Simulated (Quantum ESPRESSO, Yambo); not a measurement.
Planning a run of Yambo 5.3.0 on PtS2 (1T monolayer). The input:

```
HF_and_locXC
gw0
dyson
ppa
em1d
rim_cut
rim_w
RandQpts= 3000000
RandGvec= 100 RL
CUTGeo= "slab z"
RandGvecW= 9 RL
EXXRLvcs= 76 Ry
VXCRLvcs= 304 Ry
Chimod= "HARTREE"
% BndsRnXp
 1 | 216 |
%
NGsBlkXp= 13 Ry
% LongDrXp
 1 | 1 | 0 |
%
% GbndRnge
 1 | 216 |
%
DysSolver= "n"
ExtendOut
PPAPntXp= 27.21138 eV
% QPkrange
 5 | 5 | 14 | 17 |
 2 | 2 | 14 | 17 |
 1 | 1 | 14 | 17 |
%
```

```sh
OMP_NUM_THREADS=1 mpirun -n 8 yambo -F gw2.in -J gw2 -C gw2 > gw2.log
```

The stored states that it reads are on a 6×6×1 mesh. The cell holds 3 atoms: 1 Pt and 2 S. Its edges and angles: a = 3.574 Å, b = 3.574 Å, c = 15.000 Å, α = 90.0°, β = 90.0°, γ = 120.0°. Vacuum lies along c.

Question: Estimate wall time and host memory on 8 MPI ranks of Arm Neoverse V2, shared host.

It took 9.2 min; on shared hardware allow 4.6 min to 18 min. Peak host memory was 6.0 GiB.

The screening grows as filled bands × empty bands × pairs of k points, times the square of the screening basis for the matrix.

[Paths, hosts, dates, memory and timing lines, banners, echoed tables and standing remarks are left out of the program output.]

[Logs are printed without paths, hosts, clocks, repeated set-up lines and the standing remarks that a program may print on its own settings, such as how far it seeks lower states.]

[Runs of the session that timed out or met a known fault of the program may be left out.]

[Hosts, paths, dates, database ids (printed as entryN), source tags and the programs' standing remarks are cut or masked in the printed files.]
